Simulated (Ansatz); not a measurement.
# Cs2AgBiBr6 (Fm-3m): the PBE gap against the k mesh of the density

How far can the k mesh of the density be lowered for the gap of Cs2AgBiBr6 (Fm-3m)?

Program: Ansatz 0.2.0. Level of theory: DFT, PBE, plane waves, PAW. Results are calculated unless marked as measured.

Most raw output is cut from this account.

## Step 1: Starting point

Symmetry: Fm-3m, No. 225, cubic system. Conventional cell: a = 11.232 Å, b = 11.232 Å, c = 11.232 Å, α = 90.00°, β = 90.00°, γ = 90.00°. Nearest to Cs lie 12 Br at 3.97 Å. Nearest to Ag lie 6 Br at 2.80 Å. Nearest to Bi lie 6 Br at 2.81 Å. Br has 1 Ag at 2.80 Å and 1 Bi at 2.81 Å and 4 Cs at 3.97 Å nearest. Farther neighbours and most contacts between anions are not listed.

The cell and positions come from the Crystallography Open Database and are kept as given unless a step says otherwise. Spin-orbit coupling is left out unless a step names it. The default PAW set here is soft_2. Its files were made with PBE.

## Step 2: k mesh of the density: 2×2×2

input.yaml

```yaml
crystal:
  lattice:
    - [0.0, 5.6161, 5.6161]
    - [5.6161, 0.0, 5.6161]
    - [5.6161, 5.6161, 0.0]
  atoms:
    - { symbol: Cs, position: [0.25, 0.25, 0.25] }
    - { symbol: Cs, position: [0.75, 0.75, 0.75] }
    - { symbol: Ag, position: [0.5, 0.5, 0.5] }
    - { symbol: Bi, position: [0.0, 0.0, 0.0] }
    - { symbol: Br, position: [0.25055, 0.74945, 0.25055] }
    - { symbol: Br, position: [0.25055, 0.74945, 0.74945] }
    - { symbol: Br, position: [0.74945, 0.25055, 0.74945] }
    - { symbol: Br, position: [0.74945, 0.25055, 0.25055] }
    - { symbol: Br, position: [0.25055, 0.25055, 0.74945] }
    - { symbol: Br, position: [0.74945, 0.74945, 0.25055] }
kpoints:
  mp_grid: { grid: [2, 2, 2] }
  band_path:
    path:
      - [0.0, 0.0, 0.0]
      - [0.5, 0.0, 0.5]
      - [0.625, 0.25, 0.625]
      - [0.375, 0.375, 0.75]
      - [0.5, 0.5, 0.5]
      - [0.5, 0.25, 0.75]
      - [0.5, 0.4, 0.6]
    npoints: 1
hamiltonian:
  xc: pbe
scf:
  occupations: { method: fixed }
  n_extra_bands: 7
output:
  eigenvalues: true
```

Run with:

```
> ansatz run input.yaml --threads 3 --pin off --max-ram 92160MiB --backend cuda --events-out ev --progress --plain --runs-dir out --devices 1 --max-vram 13GiB
```

Wall time 5.2 s (1 × NVIDIA H100 80GB HBM3 (shared by 6 runs) with 3 threads of AMD EPYC 7R13 (Zen 3), shared host); peak memory 0.97 GiB; 8.2 s of CPU time.

Numbers from this step:

```
gap                  : 1.234 eV
valence top at       : X
conduction bottom at : L
least direct gap     : 2.318 eV
```

The gap is indirect, with the least direct gap 1.08 eV higher.

## Step 3: k mesh of the density: 4×4×4 (the default)

input.yaml, the sections that differ from step 2:

```yaml
kpoints:
  mp_grid: { grid: [4, 4, 4] }
  band_path:
    path:
      - [[0.0, 0.0, 0.0], [0.5, 0.0, 0.5], [0.625, 0.25, 0.625]]
      - [[0.375, 0.375, 0.75], [0.0, 0.0, 0.0], [0.5, 0.5, 0.5], [0.5, 0.25, 0.75], [0.5, 0.0, 0.5]]
    npoints: 10
scf:
  occupations: { method: fermi_dirac, width: 0.02 }
  n_extra_bands: 7
output:
  eigenvalues: true
  write_density: true
  write_potential: true
  elf: true
  volumetric_format: npy
# crystal, hamiltonian: as in step 2
```

It took 8.7 s on 1 × NVIDIA H100 80GB HBM3 (shared by 6 runs) with 3 threads; peak memory 1.1 GiB.

This step gave:

```yaml
gap: 1.264 eV
valence_top_at: X
conduction_bottom_at: L
least_direct_gap: 2.343 eV
```

The gap is 1.264 eV, +0.030 eV from the run before at this level.

## Step 4: k mesh of the density: 6×6×6

input.yaml, the sections that differ from step 3:

```yaml
kpoints:
  mp_grid: { grid: [6, 6, 6] }
  band_path:
    path:
      - [0.0, 0.0, 0.0]
      - [0.5, 0.0, 0.5]
      - [0.625, 0.25, 0.625]
      - [0.375, 0.375, 0.75]
      - [0.5, 0.5, 0.5]
      - [0.5, 0.25, 0.75]
      - [0.5, 0.4, 0.6]
    npoints: 1
scf:
  occupations: { method: fixed }
  n_extra_bands: 7
# crystal, hamiltonian, output: as in step 3
```

It took 10 s on 1 × NVIDIA H100 80GB HBM3 (shared by 6 runs) with 3 threads; peak memory 1.1 GiB.

This step gave:

```
gap                  : 1.264 eV
valence top at       : X
conduction bottom at : L
least direct gap     : 2.344 eV
```

The gap is 1.264 eV, +0.001 eV from the run before at this level.

## Step 5: The series

Differences are against the last row; a negative gap means that bands overlap, and a run with a band path holds that path's time. Times are wall times on 1 × NVIDIA H100 80GB HBM3 (shared by 6 runs) with 3 threads of AMD EPYC 7R13 (Zen 3), shared host, good to a factor of about two.

```tsv
k mesh of the density	gap (eV)	direct gap (eV)	gap error (eV)	energy error (meV/atom)	irreducible k	time
2×2×2	1.234	2.318	−0.031	+20.5	3	5.2 s
4×4×4	1.264	2.343	−0.001	+0.2	8	8.7 s
6×6×6	1.264	2.344	+0.000	+0.0	16	10 s
```

## Step 6: What came out

```yaml
2x2x2: 1.234 eV
4x4x4: 1.264 eV
6x6x6: 1.264 eV
```

What this shows: The gap holds to 0.02 eV from 4×4×4 on. At 2×2×2 the gap is off by −0.031 eV and the energy by +21 meV/atom. The gap is read over the mesh and added points near the edges, so meshes differ mainly through the density and, for a hybrid, the exchange operator.

[Paths, hosts, dates, memory and timing lines, banners, echoed tables and standing remarks are left out of the program output.]

[Logs are printed without paths, hosts, clocks, repeated set-up lines and the standing remarks that a program may print on its own settings, such as how far it seeks lower states.]

[Runs of the session that timed out or met a known fault of the program may be left out.]

[Cells called generated may have been cut or substituted from an entry of the Crystallography Open Database or the Materials Project.]

[Hosts, paths, dates, database ids (printed as entryN), source tags and the programs' standing remarks are cut or masked in the printed files.]
